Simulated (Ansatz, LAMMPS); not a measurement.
## Structural relaxation of ionic liquid triethylsulfonium methanesulfonate with Li salt, from a frame at 450 K (189 atoms)

How does ionic liquid triethylsulfonium methanesulfonate with Li salt, from a frame at 450 K (189 atoms) relax, and what do bonds, charges and levels look like afterwards?

Main program and level: Ansatz 0.2.0; Kohn-Sham DFT, PBE+D3(BJ), PAW (set soft_2), plane waves.

**1. Set-up**

The cell holds 189 atoms: 43 C, 13 S, 111 H, 21 O and 1 Li. Cell: a = 12.427 Å, b = 12.427 Å, c = 12.427 Å, α = 90.0°, β = 90.0°, γ = 90.0°. 6 triethylsulfonium, 7 methanesulfonate, 1 Li+ placed at random, at 1.2 g/cm³; overlaps pushed apart, then 10 ps at 700 K with Joung-Cheatham ions (J. Phys. Chem. B 112, 9020 (2008)); MMFF94 bonds, angles, torsions, charges and radii (Halgren, J. Comput. Chem. 17, 490 (1996)) in harmonic and 12-6 forms; charges of ions scaled by 0.8. Snapshot after 30 ps at 450 K and fixed volume.

What the set-up can't give: The network of contacts between molecules at the start is that of the classical potential that made the cell. The density was typed from a rule of thumb and may lie off the real one at this temperature. Sampling is at Γ alone, for a cell whose shortest periodic width is 12 Å.

**2. Single point at the start**

The forces at the start show how far the geometry lies from a minimum of this functional.

Input file input.yaml:

```yaml
crystal:
  lattice:
    - [12.42715, 0.0, 0.0]
    - [0.0, 12.42715, 0.0]
    - [0.0, 0.0, 12.42715]
  atoms:
    - { symbol: C, position: [0.30473, 0.16858, 0.37372] }
    - { symbol: C, position: [0.20843, 0.09691, 0.3619] }
    - { symbol: S, position: [0.26202, 0.97588, 0.42273] }
    - { symbol: C, position: [0.13783, 0.88776, 0.41953] }
    [... 179 atom lines left out ...]
    - { symbol: O, position: [0.19851, 0.33114, 0.73697] }
    - { symbol: O, position: [0.14906, 0.13889, 0.74736] }
    - { symbol: H, position: [0.06431, 0.21965, 0.57838] }
    - { symbol: H, position: [0.94031, 0.22995, 0.67909] }
    - { symbol: H, position: [0.01951, 0.338, 0.61679] }
    - { symbol: Li, position: [0.03461, 0.2583, 0.00343] }
kpoints:
  mp_grid: { grid: [1, 1, 1] }
hamiltonian:
  xc: pbe
  dispersion: d3bj
scf:
  occupations: { method: fixed }
output:
  forces: true
  stress: true
  populations: true
  dos:
    method: { smearing: { sigma: 0.08 } }
    de: 0.1
    projected: { site_lists: { C: [C], H: [H], Li: [Li], O: [O], S: [S] } }
  eigenvalues: true
```

Command:

```sh
> ansatz run input.yaml --threads 4 --pin off --max-ram 8192MiB --backend cpu --events-out ev --progress --plain --runs-dir out
```

Wall time 12 s (4 threads of AMD EPYC 9R45, shared host); peak memory 2.8 GiB; 45 s of CPU time.

Numbers from this run:

| Property | Result |
| --- | --- |
| free energy | -36409.8694 eV |
| free energy per atom | -192.6448 eV/atom |
| SCF cycles | 11 |
| pressure | 2.294 GPa |
| r.m.s. force component | 1.219 eV/Å |
| longest force | 6.964 eV/Å |
| Fermi energy | 1.095 eV |
| gap (highest filled to lowest empty level) | 1.383 eV |
| spilling of the projection | 0.0173 |

The r.m.s. force component of 1.2 eV/Å and the pressure of 2.3 GPa set the starting point.

Neighbours are counted within 1.34 Å (H-C), 1.85 Å (C-C), 2.21 Å (C-S), 1.88 Å (O-S), 2.38 Å (O-Li), cutoffs set anew for this text.

Length of the force by element and coordination:

```csv
element,coordination,atoms,mean length of the force (eV/Å),spread,least,most
C,all,43,2.64,1.11,0.436,4.91
H,all,111,1.23,0.696,0.222,4.96
Li,all,1,0.483,0,0.483,0.483
O,all,21,1.90,1.21,0.364,5.52
O,1,17,1.89,1.34,0.364,5.52
O,2,4,1.93,0.173,1.75,2.12
S,all,13,3.28,1.27,1.96,6.96
S,3,6,2.77,0.488,1.96,3.35
S,4,7,3.73,1.53,2.21,6.96
```

**3. Relaxation**

With the cell held, the atoms are moved downhill towards a nearby minimum.

input.yaml, the sections that differ from step 2:

```yaml
output:
  forces: true
relax:
  f_tol: 0.05
  max_steps: 200
# crystal, kpoints, hamiltonian, scf: as in step 2
```

It took 6.6 min on 4 threads; peak memory 2.5 GiB; 24 min of CPU time.

Relaxation path (22 of 88):

| step | energy less that of the first step (eV) | largest force component (eV/Å) |
| --- | --- | --- |
| 1 | 0.0000 | 4.7814 |
| 5 | -13.8084 | 0.2935 |
| 9 | -14.5245 | 0.5404 |
| 13 | -14.7961 | 0.4483 |
| 18 | -14.9531 | 0.2914 |
| 22 | -15.0529 | 0.2302 |
| 26 | -15.1380 | 0.1650 |
| 30 | -15.1750 | 0.1480 |
| 34 | -15.2024 | 0.2598 |
| 38 | -15.2511 | 0.2355 |
| 42 | -15.3057 | 0.3951 |
| 47 | -15.3790 | 0.3355 |
| 51 | -15.4321 | 0.1253 |
| 55 | -15.4789 | 0.1965 |
| 59 | -15.5034 | 0.0326 |
| 63 | -15.5205 | 0.1168 |
| 67 | -15.5613 | 0.7069 |
| 71 | -15.6696 | 0.6173 |
| 76 | -15.8297 | 0.2267 |
| 80 | -15.9034 | 0.3776 |
| 84 | -15.9451 | 0.0652 |
| 88 | -15.9574 | 0.0462 |

The atoms that moved most (Å):

```csv
atom,dx,dy,dz,length
H8,-3.661,-0.853,0.650,3.815
H118,-1.719,-1.156,2.591,3.317
H9,-3.080,0.179,-0.024,3.086
C1,-2.933,-0.435,0.314,2.982
H10,-2.871,-0.556,0.254,2.935
H130,2.479,1.003,1.032,2.867
H88,2.628,0.386,-0.941,2.818
H120,-1.399,-1.003,2.172,2.772
```

The relaxation changed the energy by -84.4 meV/atom, and atoms moved by 1.5 Å r.m.s., 3.8 Å at most.

**4. Local order after relaxation**

Bonds before and after, by the cutoffs listed below:

```csv
pair,bonds before,bonds after,mean before (Å),mean after (Å),spread before (Å),spread after (Å)
H-C,111,111,1.096,1.097,0.039,0.002
C-C,18,18,1.516,1.519,0.040,0.002
C-S,25,25,1.815,1.813,0.052,0.015
O-S,21,21,1.457,1.481,0.023,0.005
O-Li,4,4,1.916,1.989,0.032,0.040
```

Density 1.20 g/cm³, 10.15 Å³ an atom.

g(r), total and by pair (bins of 0.2 Å):

```
r (Å)  total   H-H    H-C   H-O   H-S  H-Li   C-C
 1.00   3.70  0.00  13.85  0.00  0.00  0.00  0.00
 1.20   0.37  0.00   1.39  0.00  0.00  0.00  0.00
 1.40   0.41  0.00   0.00  0.00  0.00  0.00  0.00
 1.60   0.33  0.00   0.00  0.00  0.00  0.00  6.40
 1.80   1.58  3.63   0.00  0.00  0.00  0.00  0.00
 2.00   0.09  0.00   0.00  0.38  0.00  0.00  0.00
 2.20   1.06  0.32   3.06  1.00  0.00  0.00  0.00
 2.40   1.16  1.29   0.00  1.03  5.39  0.00  0.00
 2.60   0.92  1.86   0.07  0.97  0.00  0.00  0.00
 2.80   0.95  0.65   0.78  2.43  0.19  0.00  1.74
 3.00   0.90  0.85   1.06  0.66  2.58  2.34  0.10
 3.20   0.94  0.97   1.06  0.51  1.03  2.07  0.31
 3.40   0.84  0.70   0.90  0.79  1.14  1.19  0.64
 3.60   0.94  0.87   0.74  1.74  0.86  0.00  0.70
 3.80   1.03  0.95   1.11  1.02  1.20  0.46  0.92
 4.00   0.94  0.98   0.80  1.06  0.79  0.86  1.48
 4.20   1.02  0.95   1.06  1.13  0.57  0.40  1.64
 4.40   1.08  1.01   1.25  1.17  0.84  1.43  1.06
 4.60   1.11  1.08   1.24  1.02  1.09  1.61  1.05
 4.80   1.08  1.19   1.07  1.02  1.11  1.22  1.15
 5.00   1.01  1.04   1.01  1.10  1.07  1.09  1.06
 5.20   1.05  1.04   0.99  0.89  1.14  1.02  1.07
 5.40   1.00  0.99   1.00  0.74  0.97  0.71  1.44
 5.60   1.02  1.00   0.89  0.89  1.27  1.31  1.14
 5.80   1.00  0.95   1.03  1.12  0.92  0.62  0.78
 6.00   1.01  1.06   1.06  0.98  0.79  0.38  0.92
```

Bonds by pair of elements; cutoffs follow the first minimum of g(r), held within bounds set by covalent radii, and pairs that aren't listed don't count as bonded:

```csv
pair A-B,cutoff (Å),bonds,mean length (Å),spread (Å),shortest (Å),B about A,A about B
H-C,1.34,111,1.10,0.002,1.09,1,2.58
C-C,1.85,18,1.52,0.002,1.52,0.837,0.837
C-S,2.21,25,1.81,0.015,1.78,0.581,1.92
O-S,1.88,21,1.48,0.005,1.47,1,1.61
O-Li,2.48,4,1.99,0.04,1.96,0.19,4
```

How many atoms have how many bonded neighbours:

| element | mean | 1 | 2 | 3 | 4 |
| --- | --- | --- | --- | --- | --- |
| C | 4 | 0 | 0 | 0 | 43 |
| H | 1 | 111 | 0 | 0 | 0 |
| Li | 4 | 0 | 0 | 0 | 1 |
| O | 1.19 | 17 | 4 | 0 | 0 |
| S | 3.54 | 0 | 0 | 6 | 7 |

Bond angles, per cent of each kind in bins of 5°:

| angle (°) | H-C-H | C-C-H | H-C-S | O-S-O | C-S-O |
| --- | --- | --- | --- | --- | --- |
| 100–105 | 0.0 | 0.0 | 26.3 | 0.0 | 9.5 |
| 105–110 | 78.5 | 22.2 | 71.9 | 0.0 | 90.5 |
| 110–115 | 21.5 | 77.8 | 1.8 | 100.0 | 0.0 |

Bond angles (no mean is given where the spread exceeds 20°):

```csv
angle,count,mean (°),spread (°)
H-C-H,93,109,1.3
C-C-H,90,111,2
H-C-S,57,106,2.1
O-S-O,21,113,0.5
C-S-O,21,106,0.7
```

Bond length by coordination (bonds to H left out):

```
element  coordination  atoms  mean bond length (Å)
      O             1     17                  1.48
      O             2      4                  1.74
      S             3      6                  1.82
      S             4      7                  1.56
```

With the cutoffs above, all C atoms have 4, all H atoms have 1, all Li atoms have 4 and 81 % of O atoms have 1 bonded neighbour. The H-C-H angle averages 109° with a spread of 1.3°.

**5. Single point at the relaxed geometry**

One more single point at the end of the walk gives the fuller output and checks the residual forces.

Input file input.yaml:

```yaml
crystal:
  lattice:
    - [12.42715, 0.0, 0.0]
    - [0.0, 12.42715, 0.0]
    - [0.0, 0.0, 12.42715]
  atoms:
    - { symbol: C, position: [0.06872, 0.13357, 0.39897] }
    - { symbol: C, position: [0.05488, 0.01201, 0.3993] }
    - { symbol: S, position: [0.16881, 0.94617, 0.46367] }
    - { symbol: C, position: [0.14206, 0.80443, 0.44023] }
    [... 179 atom lines left out ...]
    - { symbol: O, position: [0.15654, 0.37475, 0.73704] }
    - { symbol: O, position: [0.18461, 0.20709, 0.63644] }
    - { symbol: H, position: [0.96879, 0.29428, 0.63843] }
    - { symbol: H, position: [0.96964, 0.16203, 0.6979] }
    - { symbol: H, position: [0.95044, 0.27742, 0.78231] }
    - { symbol: Li, position: [0.11094, 0.23546, 0.97948] }
kpoints:
  mp_grid: { grid: [1, 1, 1] }
hamiltonian:
  xc: pbe
  dispersion: d3bj
scf:
  occupations: { method: fixed }
output:
  forces: true
  stress: true
  populations: true
  dos:
    method: { smearing: { sigma: 0.1 } }
    de: 0.1
    projected: { site_lists: { C: [C], H: [H], Li: [Li], O: [O], S: [S] } }
  eigenvalues: true
  write_density: true
  write_potential: true
  volumetric_format: npy
  elf: true
```

It took 13 s on 4 threads; peak memory 2.8 GiB; 49 s of CPU time.

The program notes that the exchange-correlation potential is rough where the density is thin.

Read from the output:

```yaml
free_energy: -36425.8267 eV
free_energy_per_atom: -192.7292 eV/atom
scf_cycles: 10
pressure: -0.3151 GPa
r_m_s_force_component: 0.00823 eV/Å
longest_force: 0.05871 eV/Å
fermi_energy: 0.1862 eV
spacing_of_highest_filled_and_lowest_empty_level: 3.471 eV
spilling_of_the_projection: 0.01705
```

Löwdin charges by element and coordination (they lack the spilled electrons, 0.044 e an atom on average):

| element | coordination | atoms | mean charge (e) | spread | least | most |
| --- | --- | --- | --- | --- | --- | --- |
| C | all | 43 | -0.441 | 0.109 | -0.666 | -0.337 |
| H | all | 111 | 0.208 | 0.0193 | 0.159 | 0.245 |
| Li | all | 1 | 0.746 | 0 | 0.746 | 0.746 |
| O | all | 21 | -0.819 | 0.0118 | -0.839 | -0.797 |
| O | 1 | 17 | -0.816 | 0.0108 | -0.832 | -0.797 |
| O | 2 | 4 | -0.832 | 0.0046 | -0.839 | -0.827 |
| S | all | 13 | 1.59 | 0.769 | 0.745 | 2.31 |
| S | 3 | 6 | 0.761 | 0.0125 | 0.745 | 0.780 |
| S | 4 | 7 | 2.30 | 0.0041 | 2.29 | 2.31 |

States in the cell by windows of 1 eV, zero at the Fermi level; the larger projections on atomic orbitals stand beside the total:

```
from (eV)  to (eV)  total   C p   O p   H s  S p
      -10       -9   11.9   3.2   0.1   3.4  0.6
       -9       -8   14.1   1.7   3.4   1.8  0.3
       -8       -7    9.1   5.2   0.2   1.9  1.3
       -7       -6   43.0  24.3   2.2   9.2  5.4
       -6       -5   58.1  21.8  14.6   8.4  7.5
       -5       -4   71.1  41.2   6.1  18.7  2.5
       -4       -3   52.4  27.1   2.9  17.4  3.9
       -3       -2   38.6   5.8  21.3   4.0  5.7
       -2       -1   39.2   4.2  31.0   1.2  1.1
       -1        0   21.0   1.0  19.2   0.2  0.1
        0        1    1.6   0.0   1.5   0.0  0.0
        1        3    0.0   0.0   0.0   0.0  0.0
        3        4    8.6   2.2   0.0   0.8  2.8
        4        5   20.0   4.9   0.1   2.9  5.4
```

With fixed occupations the program's Fermi level is the highest filled level; weight inside the gap is the broadening of levels at its edges.

Between -26 and -10 eV lie 128 more states.

The levels nearest the highest filled one (over half full), pooled over k-points and spins:

```csv
level less the highest filled one (eV),occupation
-0.218,2
-0.179,2
-0.170,2
-0.0648,2
-0.0222,2
0,2
3.47,0
3.68,0
3.72,0
3.96,0
4.03,0
4.18,0
```

Mean Löwdin charges: C -0.44, H +0.21, Li +0.75, O -0.82, S +1.59 e (they miss 1.7 % of the electrons, so they add up to more than the cell's charge).

1 further run on a deliberately doubtful input is not shown.

**6. Summary of results**

```yaml
energy_change_in_the_relaxation: -84.43 meV/atom
r_m_s_displacement: 1.515 Å
largest_displacement: 3.815 Å
free_energy_per_atom: -192.7292 eV/atom
pressure: -0.3151 GPa
r_m_s_force_component: 0.00823 eV/Å
spacing_of_highest_filled_and_lowest_empty_level: 3.471 eV
wall_time_of_the_4_dft_runs_those_left_out_included: 7.4 min
```

In words: Relaxation lowers the energy by 84.4 meV/atom and moves atoms by 1.5 Å r.m.s.; the r.m.s. force component goes from 1.2 to 0.0082 eV/Å, the pressure goes from 2.3 to -0.32 GPa, and the gap from 1.38 to 3.47 eV. By the final cutoffs no bond was broken or made. From the first step to the last the energy fell by 15.957 eV, and the largest move was 3.81 Å (H8). The O-Li bonds change most in mean length: from 1.916 Å (spread 0.032) to 1.989 Å (spread 0.040). With the cutoffs above, all C atoms have 4, all H atoms have 1, all Li atoms have 4 and 81 % of O atoms have 1 bonded neighbour. The highest filled and lowest empty levels differ by 3.47 eV (at Γ alone); a semilocal functional tends to put such gaps too low. In a disordered cell it changes from sample to sample and from frame to frame.

Caveats: The network of contacts between molecules at the start is that of the classical potential that made the cell; in DFT atoms moved by 1.5 Å r.m.s.

[Logs are printed without paths, hosts, clocks, repeated set-up lines and the standing remarks that a program may print on its own settings, such as how far it seeks lower states.]

[Hosts, paths, dates, database ids (printed as entryN), source tags and the programs' standing remarks are cut or masked in the printed files.]

[The MMFF94 radii named for the starting cell were scaled by 0.96; in molecules described by MMFF94, hydrogen bound to N, O or S took a small fixed 12-6 site in their place.]
